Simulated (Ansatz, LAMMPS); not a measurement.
# Site preference of a vacancy of Si in glassy 56SiO2-26Al2O3-18BaO (mol %) (114 atoms)

Aim: make a vacancy of Si at several sites of glassy 56SiO2-26Al2O3-18BaO (mol %) (114 atoms), relax each, and compare their energies.

Method: Kohn-Sham DFT, PBE, PAW (set soft_2), plane waves, in Ansatz 0.2.0.

## 1. The starting structure

The cell holds 114 atoms: 19 Si, 18 Al, 6 Ba and 71 O. Its edges and angles: a = 11.608 Å, b = 11.608 Å, c = 11.608 Å, α = 90.0°, β = 90.0°, γ = 90.0°. 114 atoms (19 Si, 18 Al, 6 Ba, 71 O) placed at random at 3.09 g/cm³, melted at 4000 K for 10 ps at fixed volume with the Morse and Coulomb pair potential with partial charges (Pedone, Malavasi, Menziani, Cormack and Segre, J. Phys. Chem. B 110, 11780 (2006)). Quenched from 4000 K to 300 K at 20 K/ps and fixed volume, held 10 ps at zero pressure, then minimised at fixed cell.

Limits known from the start: The quench rate of 20 K/ps far exceeds what a furnace or splat quench reaches, so expect more defects and frozen-in strain than in a real sample. The network of bonds at the start is that of the classical potential that made the cell, and needn't be the one that DFT or experiment would give. Only the Γ point is sampled, in a cell whose shortest periodic width is 12 Å. Spin–orbit coupling is left out, which matters for the levels of the heavy elements.

## 2. Single point at the start

The forces at the start show how far the geometry lies from a minimum of this functional.

File input.yaml:

```yaml
crystal:
  lattice:
    - [11.6084, 0.0, 0.0]
    - [0.0, 11.6084, 0.0]
    - [0.0, 0.0, 11.6084]
  atoms:
    - { symbol: Si, position: [0.68274, 0.60266, 0.4249] }
    - { symbol: Si, position: [0.31065, 0.64337, 0.50847] }
    - { symbol: Si, position: [0.36378, 0.94251, 0.94048] }
    - { symbol: Si, position: [0.46795, 0.69969, 0.30226] }
    - { symbol: Si, position: [0.53798, 0.55975, 0.82107] }
    - { symbol: Si, position: [0.20587, 0.1566, 0.87858] }
    - { symbol: Si, position: [0.74599, 0.3419, 0.35731] }
    - { symbol: Si, position: [0.98969, 0.16156, 0.73375] }
    - { symbol: Si, position: [0.95501, 0.80897, 0.49248] }
    - { symbol: Si, position: [0.42637, 0.58533, 0.04616] }
    - { symbol: Si, position: [0.5111, 0.33703, 0.09641] }
    - { symbol: Si, position: [0.12453, 0.18136, 0.32067] }
    - { symbol: Si, position: [0.05173, 0.57535, 0.51563] }
    - { symbol: Si, position: [0.6123, 0.94569, 0.62889] }
    - { symbol: Si, position: [0.01724, 0.17984, 0.07683] }
    - { symbol: Si, position: [0.92874, 0.8618, 0.008] }
    - { symbol: Si, position: [0.62125, 0.10634, 0.27847] }
    - { symbol: Si, position: [0.76323, 0.56947, 0.68448] }
    - { symbol: Si, position: [0.78592, 0.23845, 0.86792] }
    - { symbol: Al, position: [0.43237, 0.3891, 0.54305] }
    - { symbol: Al, position: [0.40066, 0.22092, 0.32451] }
    - { symbol: Al, position: [0.97927, 0.43886, 0.99024] }
    - { symbol: Al, position: [0.75953, 0.05971, 0.0549] }
    - { symbol: Al, position: [0.17243, 0.87494, 0.13149] }
    - { symbol: Al, position: [0.4112, 0.78599, 0.71846] }
    - { symbol: Al, position: [0.78486, 0.3883, 0.10445] }
    - { symbol: Al, position: [0.85128, 0.90341, 0.73876] }
    - { symbol: Al, position: [0.9087, 0.36305, 0.57122] }
    - { symbol: Al, position: [0.99069, 0.60745, 0.7867] }
    - { symbol: Al, position: [0.99047, 0.61455, 0.13451] }
    - { symbol: Al, position: [0.55514, 0.13129, 0.91514] }
    - { symbol: Al, position: [0.0673, 0.94832, 0.37066] }
    - { symbol: Al, position: [0.60999, 0.222, 0.66044] }
    - { symbol: Al, position: [0.16879, 0.65504, 0.99505] }
    - { symbol: Al, position: [0.97544, 0.41425, 0.32178] }
    - { symbol: Al, position: [0.67367, 0.85702, 0.36826] }
    - { symbol: Al, position: [0.41158, 0.30246, 0.79252] }
    - { symbol: Ba, position: [0.70115, 0.70228, 0.09951] }
    - { symbol: Ba, position: [0.22934, 0.48388, 0.77607] }
    - { symbol: Ba, position: [0.13323, 0.88124, 0.74011] }
    - { symbol: Ba, position: [0.83667, 0.08023, 0.49221] }
    - { symbol: Ba, position: [0.34973, 0.95052, 0.43818] }
    - { symbol: Ba, position: [0.24808, 0.47095, 0.2524] }
    - { symbol: O, position: [0.12224, 0.14029, 0.76606] }
    - { symbol: O, position: [0.92715, 0.88737, 0.3825] }
    - { symbol: O, position: [0.73629, 0.71462, 0.35638] }
    - { symbol: O, position: [0.38372, 0.53555, 0.54714] }
    - { symbol: O, position: [0.28528, 0.26737, 0.87143] }
    - { symbol: O, position: [0.69616, 0.99776, 0.32346] }
    - { symbol: O, position: [0.71119, 0.12521, 0.92127] }
    - { symbol: O, position: [0.91787, 0.87093, 0.86949] }
    - { symbol: O, position: [0.16521, 0.91517, 0.27314] }
    - { symbol: O, position: [0.00026, 0.31818, 0.06845] }
    - { symbol: O, position: [0.85345, 0.65184, 0.75186] }
    - { symbol: O, position: [0.93086, 0.73336, 0.06483] }
    - { symbol: O, position: [0.35402, 0.84086, 0.84525] }
    - { symbol: O, position: [0.84354, 0.35882, 0.25141] }
    - { symbol: O, position: [0.97846, 0.25223, 0.63419] }
    - { symbol: O, position: [0.9183, 0.20767, 0.8431] }
    - { symbol: O, position: [0.5524, 0.61427, 0.37242] }
    - { symbol: O, position: [0.67274, 0.23135, 0.32599] }
    - { symbol: O, position: [0.06349, 0.09183, 0.40728] }
    - { symbol: O, position: [0.78278, 0.33253, 0.9648] }
    - { symbol: O, position: [0.04828, 0.91675, 0.04891] }
    - { symbol: O, position: [0.8899, 0.12874, 0.07534] }
    - { symbol: O, position: [0.35408, 0.32373, 0.65423] }
    - { symbol: O, position: [0.06197, 0.58814, 0.65295] }
    - { symbol: O, position: [0.62262, 0.08315, 0.60052] }
    - { symbol: O, position: [0.89551, 0.84404, 0.60649] }
    - { symbol: O, position: [0.00728, 0.54387, 0.26144] }
    - { symbol: O, position: [0.07588, 0.14366, 0.19706] }
    - { symbol: O, position: [0.82829, 0.30376, 0.46063] }
    - { symbol: O, position: [0.53698, 0.81728, 0.29866] }
    - { symbol: O, position: [0.42863, 0.45216, 0.07966] }
    - { symbol: O, position: [0.46287, 0.4446, 0.819] }
    - { symbol: O, position: [0.70476, 0.9205, 0.72725] }
    - { symbol: O, position: [0.66317, 0.54106, 0.77418] }
    - { symbol: O, position: [0.48187, 0.6633, 0.75316] }
    [... 30 atom lines left out ...]
    - { symbol: O, position: [0.39876, 0.34305, 0.40691] }
    - { symbol: O, position: [0.70563, 0.61414, 0.56075] }
    - { symbol: O, position: [0.99527, 0.45589, 0.47735] }
    - { symbol: O, position: [0.44521, 0.2688, 0.19258] }
    - { symbol: O, position: [0.64771, 0.10282, 0.1438] }
    - { symbol: O, position: [0.4443, 0.65126, 0.17202] }
kpoints:
  mp_grid: { grid: [1, 1, 1] }
hamiltonian:
  xc: pbe
scf:
  occupations: { method: fixed }
output:
  forces: true
```

Command:

```
$ ansatz run input.yaml --threads 4 --pin off --max-ram 8192MiB --backend cpu --events-out ev --progress --plain --runs-dir out
```

Log:

```text
[...]
Pseudopotentials: kind: paw
Pseudopotential: Si, paw, valence charge 4, recommended cutoff 420 eV (normal), Si.paw.azcp
Pseudopotential: Al, paw, valence charge 3, recommended cutoff 420 eV (normal), Al.paw.azcp
Pseudopotential: Ba, paw, valence charge 10, recommended cutoff 420 eV (normal), Ba.paw.azcp
Pseudopotential: O, paw, valence charge 6, recommended cutoff 420 eV (normal), O.paw.azcp
[...]
Crystal: 114 atoms, lattice volume = 1564.289 Å³
Basis set: ecut = 420 eV, 30647 PW (Γ), exchange–correlation on 160×160×160 points (8 copies of the dense FFT grid, shifted against one another)
Bands: 422, of which v1, the nominal top of the filled ones, is band 308 counted from 1 (307 counted from 0)
Symmetry: 1 space group operations
Space group: P1 (ITA 1), of the structure as read, at distance tolerance 1.2e-4 Å
k-points: 1
[...]
Initial density: superposition of atomic densities (neutral atoms: chi_scale 0, normalization atom), corrected by the library's trained network
Initial wavefunctions: pseudopotential atomic-orbital guess
[...]
SCF iter   1: F=—  HF=-97881.109243 eV  |F-HF|=—  |Δ(HF+E_count)|=         —  Δρ=2.00e-3  dr2=1.10e-1  ethr=1.77e-3  ⟨swp⟩=6.0  Hψ=1476  notcnv=0  defer=112
preconditioner: auto → Resta (q_TF=auto, 2.336 Å⁻¹)  ε∞=3.2  [insulator: Δε(μ)=3.394 eV  Ē_g=15.431 eV  n_scr=340 (ndim 8)  ℏωp=23.1 eV  f_vac=0.112  ε∞_Penn≈3.2]
SCF iter   2: F=—  HF=-97881.112306 eV  |F-HF|=—  |Δ(HF+E_count)|=   3.06e-3  Δρ=1.08e-3  dr2=2.99e-2  ethr=1.79e-5  ⟨swp⟩=4.0  Hψ=648  notcnv=0  defer=112
SCF iter   3: F=—  HF=-97881.113648 eV  |F-HF|=—  |Δ(HF+E_count)|=   1.34e-3  Δρ=5.78e-4  dr2=7.05e-3  ethr=4.85e-6  ⟨swp⟩=4.0  Hψ=551  notcnv=0  defer=93
automatic band count: iteration 3 solves 403 bands in place of 422: the levels show a gap, and the empty bands left out lie too high to hold charge; the band table lists the bands solved (type scf.n_extra_bands for more)
SCF iter   4: F=—  HF=-97881.112706 eV  |F-HF|=—  |Δ(HF+E_count)|=   9.42e-4  Δρ=1.78e-4  dr2=5.72e-4  ethr=1.14e-6  ⟨swp⟩=3.0  Hψ=550  notcnv=0  defer=93
SCF iter   5: F=—  HF=-97881.112787 eV  |F-HF|=—  |Δ(HF+E_count)|=   8.08e-5  Δρ=9.48e-5  dr2=1.25e-4  ethr=9.28e-8  ⟨swp⟩=2.0  Hψ=549  notcnv=0  defer=93
SCF iter   6: F=—  HF=-97881.112797 eV  |F-HF|=—  |Δ(HF+E_count)|=   1.01e-5  Δρ=3.55e-5  dr2=1.75e-5  ethr=2.03e-8  ⟨swp⟩=3.0  Hψ=605  notcnv=0  defer=93
SCF iter   7: F=—  HF=-97881.113638 eV  |F-HF|=—  |Δ(HF+E_count)|=   8.41e-4  Δρ=1.28e-5  dr2=2.46e-6  ethr=2.84e-9  ⟨swp⟩=2.0  Hψ=705  notcnv=0  defer=93
SCF iter   8: F=—  HF=-97881.113640 eV  |F-HF|=—  |Δ(HF+E_count)|=   2.07e-6  Δρ=8.74e-6  dr2=9.63e-7  ethr=4.00e-10  ⟨swp⟩=2.0  Hψ=611  notcnv=0  defer=93
SCF iter   9: F=-97881.113640 eV  HF=-97881.113640 eV  |F-HF|=2.12e-8  |Δ(HF+E_count)|=   5.40e-8  Δρ=1.96e-6  dr2=5.38e-8  ethr=1.62e-11  ⟨swp⟩=3.0  Hψ=1330  notcnv=0
SCF 1 converged in 9 iterations: F = -97881.113640 eV  dr2 = 5.38e-8
[...]
SCF converged after 9 iterations
Free energy (F): -97881.113640 eV
Harris-Foulkes:  -97881.113640 eV  (|F-HF|=2.12e-8)
Internal energy: -97881.113640 eV  (E = F + TS)
E sigma→0 (E₀):  -97881.113640 eV
Fermi energy:    4.898884 eV
--- Per-component energies (eV) ---
[...]
Σ components = -97881.113640   (vs F -97881.113640, Δ=0.00e0)
--- Forces (eV/Å), atoms counted from 1 ---
  atom   1  Si    -0.41951196     0.85603974    -0.07899409
  atom   2  Si     0.63302664    -0.93292407     0.50474515
  atom   3  Si    -0.35792897     0.69740016    -0.03924239
  atom   4  Si     1.72505884    -0.98677339     0.62869958
[...]
atom 114  O     -0.19593639     0.29198900    -0.21925658
  max |Σ_I F_I| component: 1.44e-4 eV/Å
```

It took 16 s on 4 threads of Arm Neoverse V1, shared host; peak memory 1.9 GiB; 63 s of CPU time.

In the SCF lines HF is the Harris–Foulkes energy and dr2 the Hartree energy of the density residual, in eV; the loop may stop once dr2 is under the threshold and the program's other checks hold. Hψ counts applications of the Hamiltonian.

The r.m.s. force at the start is 0.74 eV/Å.

## 3. Relaxation

The atoms are relaxed in the fixed cell, aiming at the force tolerance of the input.

File input.yaml:

```yaml
crystal:
  lattice:
    - [11.6084, 0.0, 0.0]
    - [0.0, 11.6084, 0.0]
    - [0.0, 0.0, 11.6084]
  atoms:
    [... the 114 atom lines of step 2 ...]
kpoints:
  mp_grid: { grid: [1, 1, 1] }
hamiltonian:
  xc: pbe
scf:
  occupations: { method: fixed }
output:
  forces: true
relax:
  f_tol: 0.05
  max_steps: 120
```

Log:

```text
[...]
Crystal: 114 atoms, lattice volume = 1564.289 Å³
Basis set: ecut = 420 eV, 30647 PW (Γ), exchange–correlation on 160×160×160 points (8 copies of the dense FFT grid, shifted against one another)
Bands: 422, of which v1, the nominal top of the filled ones, is band 308 counted from 1 (307 counted from 0)
Symmetry: 1 space group operations
[...]
k-points: 1
[...]
SCF iter   1: F=—  HF=-97881.109254 eV  |F-HF|=—  |Δ(HF+E_count)|=         —  Δρ=2.00e-3  dr2=1.10e-1  ethr=1.77e-3  ⟨swp⟩=6.0  Hψ=1476  notcnv=0  defer=112
[...]
SCF iter   6: F=-97881.113632 eV  HF=-97881.113636 eV  |F-HF|=3.52e-6  |Δ(HF+E_count)|=   2.26e-6  Δρ=3.56e-5  dr2=1.77e-5  ethr=1.01e-8  ⟨swp⟩=2.0  Hψ=1320  notcnv=0
SCF 1 converged in 6 iterations: F = -97881.113632 eV  dr2 = 1.77e-5
[...]
relax step   1: F+E_penalty+E_count = -97881.11363241 eV  Δ(F+E_penalty+E_count) = +0.000e0 eV  max|allowed force component| = 2.573e0 eV/Å  Δτ_max = 0.0000 Å  (6 SCF iters, dr2 threshold 6.25e-5 eV, accepted)
[... from here on, the SCF cycles and remarks between the steps are left out ...]
relax step   2: F+E_penalty+E_count = -97883.39698594 eV  Δ(F+E_penalty+E_count) = -2.283e0 eV  max|allowed force component| = 2.138e0 eV/Å  Δτ_max = 0.1967 Å  (6 SCF iters, dr2 threshold 1.00e-4 eV, accepted)
relax step   3: F+E_penalty+E_count = -97884.87217125 eV  Δ(F+E_penalty+E_count) = -1.475e0 eV  max|allowed force component| = 1.255e0 eV/Å  Δτ_max = 0.1952 Å  (7 SCF iters, dr2 threshold 1.00e-4 eV, accepted)
relax step   4: F+E_penalty+E_count = -97885.29627013 eV  Δ(F+E_penalty+E_count) = -4.241e-1 eV  max|allowed force component| = 1.183e0 eV/Å  Δτ_max = 0.2000 Å  (7 SCF iters, dr2 threshold 1.00e-4 eV, accepted)
relax step   5: F+E_penalty+E_count = -97885.64847819 eV  Δ(F+E_penalty+E_count) = -3.522e-1 eV  max|allowed force component| = 3.249e-1 eV/Å  Δτ_max = 0.2000 Å  (6 SCF iters, dr2 threshold 1.00e-4 eV, accepted)
relax step   6: F+E_penalty+E_count = -97885.68389946 eV  Δ(F+E_penalty+E_count) = -3.542e-2 eV  max|allowed force component| = 1.955e-1 eV/Å  Δτ_max = 0.2000 Å  (8 SCF iters, dr2 threshold 7.96e-6 eV, accepted)
relax step   7: F+E_penalty+E_count = -97885.78014081 eV  Δ(F+E_penalty+E_count) = -9.624e-2 eV  max|allowed force component| = 7.700e-2 eV/Å  Δτ_max = 0.1335 Å  (8 SCF iters, dr2 threshold 2.88e-6 eV, accepted)
relax step   8: F+E_penalty+E_count = -97885.78464804 eV  Δ(F+E_penalty+E_count) = -4.507e-3 eV  max|allowed force component| = 6.841e-2 eV/Å  Δτ_max = 0.0340 Å  (8 SCF iters, accepted)
relax step   9: F+E_penalty+E_count = -97885.78760860 eV  Δ(F+E_penalty+E_count) = -2.961e-3 eV  max|allowed force component| = 3.510e-2 eV/Å  Δτ_max = 0.0130 Å  (7 SCF iters, accepted)
SCF converged after 7 iterations
Free energy (F): -97885.787609 eV
[...]
Internal energy: -97885.787609 eV  (E = F + TS)
E sigma→0 (E₀):  -97885.787609 eV
Fermi energy:    4.456886 eV
[...]
Σ components = -97885.787609   (vs F -97885.787609, Δ=0.00e0)
--- Forces (eV/Å), atoms counted from 1 ---
  atom   1  Si     0.00320080    -0.00927643     0.00543835
  atom   2  Si    -0.00710166     0.00866056     0.01021978
  atom   3  Si    -0.00009424    -0.00126391     0.00853482
  atom   4  Si     0.00474644    -0.03509904    -0.00899943
[...]
atom 114  O      0.01233627     0.00704894    -0.00057942
  max |Σ_I F_I| component: 1.34e-4 eV/Å
--- Relaxed structure (9 steps of the walk, 9 accepted, 0 SCFs on fresh bases) ---
  F+E_penalty+E_count = -97885.78760860 eV   max|allowed force component| = 3.510e-2 eV/Å
  atoms:
    - { symbol: Si, position: [0.679366, 0.602519, 0.424472] }
    - { symbol: Si, position: [0.309740, 0.638468, 0.506855] }
    - { symbol: Si, position: [0.356834, 0.946101, 0.931034] }
    - { symbol: Si, position: [0.472383, 0.696168, 0.308669] }
[...]
- { symbol: O, position: [0.458335, 0.664274, 0.169803] }
```

It took 1.9 min on 4 threads; peak memory 1.9 GiB.

The relaxation converged after 9 steps, 4.67 eV below its start, with a largest force component of 0.035 eV/Å.

[end of part 1 of 3]

[Long decimals in the printed logs are rounded to 6 places.]

[Logs are printed without paths, hosts, clocks, repeated set-up lines and the standing remarks that a program may print on its own settings, such as how far it seeks lower states.]

[Hosts, paths, dates, database ids (printed as entryN), source tags and the programs' standing remarks are cut or masked in the printed files.]
